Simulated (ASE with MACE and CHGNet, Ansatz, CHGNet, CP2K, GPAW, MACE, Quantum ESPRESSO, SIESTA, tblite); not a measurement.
**Running glassy 77ZrO2-23SiO2 (mol %) (90 atoms) with machine-learned potentials**

Wanted: machine-learned potentials inputs and outputs for glassy 77ZrO2-23SiO2 (mol %) (90 atoms), checked against a plane-wave reference.

Main program and level: ASE with MACE and CHGNet; the method is named at each step.

**1. The starting structure**

The cell holds 90 atoms: 23 Zr, 7 Si and 60 O. Its edges and angles: a = 10.551 Å, b = 10.551 Å, c = 10.551 Å, α = 90.0°, β = 90.0°, γ = 90.0°. 90 atoms (23 Zr, 7 Si, 60 O) placed at random at 4.39 g/cm³, melted at 4000 K for 10 ps at fixed volume with the Morse and Coulomb pair potential with partial charges (Pedone, Malavasi, Menziani, Cormack and Segre, J. Phys. Chem. B 110, 11780 (2006)). Quenched from 1800 K to 300 K at 50 K/ps and fixed volume, held 10 ps at zero pressure, then minimised at fixed cell. Then every atom was moved at random, 0.03 Å r.m.s. a Cartesian component.

The yardstick, on the same geometry:

| Quantity | Value |
| --- | --- |
| method | Kohn-Sham DFT, PBE, SSSP efficiency 1.3.0 pseudopotentials, plane waves (Quantum ESPRESSO 7.5); sssp-pbe-1.3.0-efficiency, cutoffs 60/480 Ry, Γ point |
| r.m.s. force component | 1.335 eV/Å |
| longest force | 7.467 eV/Å |
| pressure | 2.401 GPa |
| gap (highest filled to lowest empty level) | 3.207 eV |
| time | 4.2 min on 4 MPI ranks of Arm Neoverse V1, shared host |
| CPU time | 17 min |

**2. MACE MP-0b3 medium potential**

Method: machine-learned interatomic potential MACE MP-0b3 medium, trained on PBE(+U) plane-wave data.

File run.py:

```python
import numpy as np
from ase.io import read
import mlip  # loads the published weights by name

atoms = read("structure.xyz")
atoms.calc = mlip.calc("mace-mp-0b3-medium")
energy = atoms.get_potential_energy()
forces = atoms.get_forces()
print(f"energy {energy:.6f} eV")
print("forces (eV/A)")
for i, (a, f) in enumerate(zip(atoms, forces)):
    print(f"{i:4d} {a.symbol:2s} {f[0]:10.5f} {f[1]:10.5f} {f[2]:10.5f}")
stress = -atoms.get_stress(voigt=False) * 160.21766
print("stress (GPa, compression positive)")
for row in stress:
    print(" ".join(f"{x:10.4f}" for x in row))
```

File structure.xyz:

```xyz
90
Lattice="10.55091 0.00000 0.00000 0.00000 10.55091 0.00000 0.00000 0.00000 10.55091" Properties=species:S:1:pos:R:3 pbc="T T T"
Zr 1.36560 6.98196 1.93947
Zr 10.29463 2.10638 3.37925
Zr 2.44232 5.41346 5.24612
Zr 4.57667 6.88816 2.91258
Zr 0.90970 10.43295 1.19384
Zr 6.65488 6.36146 5.46115
Zr 4.04448 6.47256 7.92468
Zr 9.95510 3.73323 6.62059
Zr 9.71412 7.46540 6.57068
Zr 9.76993 7.89176 10.17350
Zr 6.86231 8.69268 7.86908
Zr 3.83779 4.46388 0.57650
Zr 4.07497 8.87363 10.45901
Zr 4.51579 9.79800 5.33749
Zr 8.30462 0.48640 5.75056
Zr 1.82109 8.86287 7.54559
Zr 8.50762 6.37834 2.94571
Zr 4.87610 1.07271 7.93312
Zr 0.61828 4.10874 0.43586
Zr 6.40693 6.43067 10.43158
Zr 10.24757 1.51690 8.88904
Zr 8.15701 3.61791 0.39070
Zr 6.72283 9.11852 2.60407
Si 4.33632 2.43093 4.61138
Si 2.43631 3.44835 8.17833
Si 0.96277 9.66843 4.57371
Si 6.73792 4.26732 7.81126
Si 7.24162 3.26097 3.64017
Si 3.27205 1.27866 2.05110
Si 8.45212 0.44071 0.72664
O 7.75808 6.87160 7.26103
O 10.32607 0.35683 4.65010
O 0.34143 3.31868 4.80003
O 8.40981 1.67506 10.23850
O 6.53281 0.09791 6.94988
O 9.23890 1.75208 7.06763
O 3.30750 7.42594 1.29312
O 5.44026 7.72749 8.93662
O 4.65369 5.89543 4.77355
O 9.83187 3.46735 1.73784
O 4.54438 1.35484 5.81482
O 3.00226 10.45120 1.13538
O 6.57111 7.09981 3.39359
O 4.14725 1.40000 3.39739
O 0.07850 7.79121 8.36044
O 0.10298 6.13398 0.37160
O 2.78280 7.17947 6.55845
O 8.57557 8.13475 1.86224
O 0.20152 5.70256 6.34405
O 5.69390 8.17801 6.21828
O 4.61085 5.37970 9.66368
O 0.94410 2.97842 7.78341
O 7.03081 4.69178 9.42112
O 9.52009 10.07506 10.35044
O 2.27119 4.11032 9.69797
O 8.67897 9.36214 6.89523
[... 30 atom lines left out ...]
O 2.48569 10.05407 4.94247
O 5.71237 5.26311 7.16839
O 3.74336 9.96027 7.26662
O 0.99105 10.53793 8.34260
```

Command:

```sh
> OMP_NUM_THREADS=1 python run.py > output.txt
```

Output:

```text
energy -801.937803 eV
forces (eV/A)
   0 Zr   -0.24345    0.07557    0.40909
   1 Zr    0.69438   -0.20388   -0.30203
   2 Zr    0.42659    0.03241   -0.65781
   3 Zr   -1.67669    0.06128    0.62216
   4 Zr   -1.76856    1.36556    0.64978
   5 Zr   -0.01385   -0.24170    0.23887
   6 Zr    1.10504   -0.53839    0.24614
   7 Zr   -0.09513    0.76317   -1.68467
   8 Zr   -2.43925   -0.88392   -1.44888
   9 Zr   -0.29636   -0.33800    1.24224
  10 Zr    1.06606    1.44060   -0.74851
  11 Zr   -2.85040   -2.93303    2.08017
  12 Zr    0.82753    0.56897   -0.05158
  13 Zr    0.43933    0.86297   -0.02772
  14 Zr   -0.76537   -1.65397   -0.18775
  15 Zr    0.99990    1.87842    0.63858
  16 Zr    2.88183    0.11639   -1.21239
  17 Zr    1.74641    0.39170    0.86701
  18 Zr    1.15850    0.26339   -0.63315
  19 Zr    0.47051   -0.13202    0.58732
  20 Zr    0.67554   -1.14084    1.45971
  21 Zr   -0.69536    0.67292    0.09172
  22 Zr    1.61094    0.43700    1.22313
  23 Si    1.81554    0.02989    0.54310
[...]
82 O     0.81639    0.31321   -0.02279
  83 O    -0.09467   -0.40208   -0.78581
  84 O    -0.51189    0.24102   -0.11355
  85 O     0.19208    0.30341   -0.60542
  86 O     0.93128   -0.02807    0.42780
  87 O    -2.15975    2.47021   -1.29379
  88 O    -0.84889   -1.12739    0.45740
  89 O    -0.27766   -0.04370    0.12984
stress (GPa, compression positive)
    6.3735     1.3727     1.6964
    1.3727     4.4194    -0.1520
    1.6964    -0.1520     6.4913
```

Wall time 9.8 s (1 thread of Arm Neoverse V1, shared host); peak memory 1.1 GiB.

Banners, paths, timers and routine set-up lines are dropped from the logs unmarked, and long logs keep their key lines alone; longer cuts are marked.

Compared with the plane-wave run:

```
r.m.s. force component                  : 1.257 eV/Å
r.m.s. difference of force components   : 196.7 meV/Å
longest difference of force vectors     : 737.9 meV/Å
force difference over r.m.s. force      : 14.73 %
slope of forces against the reference's : 0.9324
correlation of force components         : 0.9903
pressure                                : 5.761 GPa
pressure difference                     : 3.361 GPa
```

Length of the force difference by element (eV/Å):

| element | atoms | mean | most |
| --- | --- | --- | --- |
| O | 60 | 0.29 | 0.54 |
| Si | 7 | 0.28 | 0.69 |
| Zr | 23 | 0.36 | 0.74 |

Local excerpt of 9 atoms (numbers count through the whole input) about Zr2, picked at random; x, y, z are measured from there.

| atom | x | y | z | distance (Å) | bonds | Fx | Fy | Fz (eV/Å) |
| --- | --- | --- | --- | --- | --- | --- | --- | --- |
| Zr2 | 0.00 | 0.00 | 0.00 | 0.00 | 6 | 0.69 | -0.20 | -0.30 |
| O33 | 0.60 | 1.21 | 1.42 | 1.96 | 2 | -0.21 | 1.25 | 1.71 |
| O77 | -0.70 | -1.37 | -1.47 | 2.13 | 3 | -0.36 | -0.37 | 0.35 |
| O74 | -1.88 | 0.11 | 1.00 | 2.13 | 3 | -1.32 | 1.22 | -0.81 |
| O67 | 1.89 | -0.71 | -0.75 | 2.16 | 3 | 0.64 | -0.03 | -0.08 |
| O32 | 0.03 | -1.75 | 1.27 | 2.16 | 3 | 0.19 | -0.65 | 0.59 |
| O40 | -0.46 | 1.36 | -1.64 | 2.18 | 3 | -0.71 | -0.31 | 1.18 |
| Si28 | -3.05 | 1.15 | 0.26 | 3.27 | 4 | -0.13 | 0.56 | 4.76 |
| Zr5 | 1.17 | -2.22 | -2.19 | 3.33 | 7 | -1.77 | 1.37 | 0.65 |

Atoms are counted from 1 here, from 0 in the log.

Forces lie 15 % from the reference's, at 0.0098 times its CPU time (on 1 against 4 cores).

**3. CHGNet r2SCAN potential**

Method: machine-learned interatomic potential CHGNet r2SCAN, trained on r2SCAN plane-wave data.

Edit run.py of step 2 so:

```diff
@@ -5,3 +5,3 @@
 atoms = read("structure.xyz")
-atoms.calc = mlip.calc("mace-mp-0b3-medium")
+atoms.calc = mlip.calc("chgnet-r2scan")
 energy = atoms.get_potential_energy()
```

structure.xyz is that of step 2.

Output:

```text
CHGNet vr2scan initialized with 412,525 parameters
CHGNet will run on cpu
energy -1251.930298 eV
forces (eV/A)
   0 Zr   -0.32323   -0.06650    0.41517
   1 Zr    0.69074   -0.48716   -0.30745
   2 Zr    0.80363    0.08400   -0.61227
   3 Zr   -1.42556   -0.01904    0.42152
   4 Zr   -1.34035    1.51170    0.54177
   5 Zr   -0.20017   -0.04810    0.41822
   6 Zr    0.83236   -0.43432    0.16409
   7 Zr   -0.04912    0.43857   -1.38229
   8 Zr   -1.89262   -0.48415   -1.24987
   9 Zr   -0.27001   -0.11197    0.97143
  10 Zr    0.69049    1.07980   -0.58369
  11 Zr   -2.11612   -2.50939    1.41265
  12 Zr    0.63880    0.32132   -0.01250
  13 Zr    0.21192    1.05028    0.11150
  14 Zr   -0.86300   -1.29163   -0.16043
  15 Zr    0.86777    1.53303    0.48300
  16 Zr    2.41750    0.40970   -0.85975
  17 Zr    1.47864    0.57880    0.42411
  18 Zr    1.08372   -0.02695   -0.40844
  19 Zr    0.25190   -0.07779    0.39581
  20 Zr    0.82059   -0.68257    1.40572
  21 Zr   -0.50539    0.60552   -0.04362
  22 Zr    1.18911    0.49011    0.88989
  23 Si    1.52439    0.08844    0.28019
[...]
82 O     0.91964    0.24651   -0.24553
  83 O     0.06809   -0.41511   -0.42330
  84 O    -0.35026    0.17065   -0.27262
  85 O     0.13141    0.18344   -0.09322
  86 O     0.79686   -0.12189    0.36517
  87 O    -1.80282    2.39627   -1.32326
  88 O    -0.63225   -0.75331   -0.04370
  89 O    -0.29451   -0.06093   -0.17383
stress (GPa, compression positive)
   -0.6446     1.0902     1.0824
    1.0902    -2.3940    -0.2025
    1.0824    -0.2025    -0.6633
```

Wall time 5.1 s (1 thread); peak memory 1.3 GiB.

Numbers from this run, and their distance from the reference:

```
r.m.s. force component                  : 1.105 eV/Å
r.m.s. difference of force components   : 285.2 meV/Å
longest difference of force vectors     : 1227 meV/Å
force difference over r.m.s. force      : 21.36 %
slope of forces against the reference's : 0.8193
correlation of force components         : 0.9905
pressure                                : -1.234 GPa
pressure difference                     : -3.635 GPa
```

Against the first run (15 %), the force difference from the reference is 21 %, at 0.52 times the CPU time; this potential was trained at another functional than the reference's.

**4. CHGNet 0.3.0 potential**

Method: machine-learned interatomic potential CHGNet 0.3.0, trained on PBE(+U) plane-wave data.

Edit run.py of step 3 so:

```diff
@@ -5,3 +5,3 @@
 atoms = read("structure.xyz")
-atoms.calc = mlip.calc("chgnet-r2scan")
+atoms.calc = mlip.calc("chgnet-0.3.0")
 energy = atoms.get_potential_energy()
```

structure.xyz is that of step 3.

Output:

```text
CHGNet v0.3.0 initialized with 412,525 parameters
CHGNet will run on cpu
energy -844.789856 eV
forces (eV/A)
   0 Zr   -0.33415    0.08315    0.38478
   1 Zr    0.85838   -0.49376   -0.64823
   2 Zr    0.50306    0.08302   -0.64227
   3 Zr   -1.67182    0.02652    0.42400
   4 Zr   -1.78015    2.06363    0.42913
   5 Zr   -0.11202   -0.17077    0.37948
   6 Zr    1.11209   -0.60793    0.20357
   7 Zr   -0.20974    0.58692   -1.63254
   8 Zr   -2.29254   -0.67345   -1.47935
   9 Zr   -0.34940   -0.24654    1.27774
  10 Zr    0.93416    1.63213   -0.67480
  11 Zr   -2.50747   -3.22764    1.74582
  12 Zr    0.67290    0.57744   -0.02884
  13 Zr    0.59868    1.17129    0.02848
  14 Zr   -0.92574   -1.55171   -0.34802
  15 Zr    0.94146    1.95922    0.49341
  16 Zr    2.94969    0.35996   -1.14148
  17 Zr    1.78975    0.39963    0.78703
  18 Zr    1.18546   -0.14094   -0.54680
  19 Zr    0.29442   -0.14541    0.60549
  20 Zr    0.83652   -0.95986    1.80664
  21 Zr   -0.63481    0.72554    0.01040
  22 Zr    1.60785    0.60337    1.22092
  23 Si    1.64263    0.13556    0.39670
[...]
82 O     0.94419    0.32883   -0.06379
  83 O    -0.17499   -0.53870   -0.75892
  84 O    -0.60330    0.04081   -0.09718
  85 O     0.17924    0.39489   -0.49991
  86 O     0.84753   -0.00172    0.35769
  87 O    -2.07996    2.52342   -1.36073
  88 O    -1.01437   -1.04157    0.33101
  89 O    -0.22401   -0.02783   -0.16551
stress (GPa, compression positive)
    6.0242     1.4308     1.3286
    1.4308     4.1940    -0.1946
    1.3286    -0.1946     6.4353
```

It took 4.5 s on 1 thread; peak memory 1.3 GiB.

Compared with the plane-wave run:

```yaml
r_m_s_force_component: 1.24 eV/Å
r_m_s_difference_of_force_components: 212.2 meV/Å
longest_difference_of_force_vectors: 738.2 meV/Å
force_difference_over_r_m_s_force: 15.89 %
slope_of_forces_against_the_reference_s: 0.9187
correlation_of_force_components: 0.9891
pressure: 5.551 GPa
pressure_difference: 3.151 GPa
```

Against the first run (15 %), the force difference from the reference is 16 %, at 0.46 times the CPU time.

**5. The ladder**

Differences are against the plane-wave reference, forces as r.m.s. over components; share is that over the reference's r.m.s. force, slope the least-squares factor from reference forces to these. Total energies of different programs have different zeros and aren't compared.

| run | Δ force, r.m.s. (meV/Å) | share (%) | slope | Δ pressure (GPa) | cores | CPU time | memory (GiB) |
| --- | --- | --- | --- | --- | --- | --- | --- |
| reference | - | - | - | - | 4 | 17 min | 3.9 |
| MACE MP-0b3 medium potential | 197 | 14.7 | 0.932 | 3.36 | 1 | 9.8 s | 1.1 |
| CHGNet r2SCAN potential | 285 | 21.4 | 0.819 | -3.63 | 1 | 5.1 s | 1.3 |
| CHGNet 0.3.0 potential | 212 | 15.9 | 0.919 | 3.15 | 1 | 4.5 s | 1.3 |

Times of the machine-learned potentials are mostly Python's start and the loading of weights.

CPU time is summed over cores on a shared host, where runs went side by side, so it is rough. Symmetry, cutoffs, thresholds, outputs and thread counts weren't matched or tuned between programs; memory under MPI is the largest rank's times the ranks.

A second geometry, displaced anew (every atom was moved at random, 0.06 Å r.m.s. a Cartesian component), gives an energy difference that all programs can be tested on. The reference puts it at 87.90 meV/atom.

| run | energy less the first geometry's (meV/atom) | error (meV/atom) | force share at the second geometry (%) |
| --- | --- | --- | --- |
| MACE MP-0b3 medium potential | 82.89 | -5.02 | 10.5 |
| CHGNet r2SCAN potential | 73.08 | -14.8 | 15.5 |
| CHGNet 0.3.0 potential | 82.16 | -5.74 | 10.9 |

**6. Summary of results**

```
nearest in forces : MACE MP-0b3 medium potential, 15 %
its CPU time      : 9.8 s
```

What this shows: Machine-learned potentials differ by 15 % (MACE MP-0b3 medium potential) to 21 % (CHGNet r2SCAN potential); they were trained on other programs' data, some at another functional. The energy difference between the two geometries, 87.9 meV/atom in the reference, is met best by MACE MP-0b3 medium potential (-5.02) and worst by CHGNet r2SCAN potential (-14.8). The reference's pressure holds the uncorrected Pulay stress of its 60 Ry basis, so small pressure differences, and their order, may be the reference's own error. Machine-learned potentials mimic data converged in k, so the reference's own k-point error enters their differences. The quench rate of 50 K/ps is many orders above laboratory rates, so the cell is likely richer in defects and strain than a real sample. The network of bonds at the start is that of the classical potential that made the cell, and needn't be the one that DFT or experiment would give. The reference's pressure of 2.4 GPa belongs to a cell and atoms that aren't relaxed at this level. The electronic-structure runs sample only Γ, in a cell whose shortest periodic width is 11 Å.

[Also dropped from logs without a mark: logging warnings of Python, and SIESTA's first energy breakdown and zero terms.]

[Logs are printed without paths, hosts, clocks, repeated set-up lines and the standing remarks that a program may print on its own settings, such as how far it seeks lower states.]

[Hosts, paths, dates, database ids (printed as entryN), source tags and the programs' standing remarks are cut or masked in the printed files.]
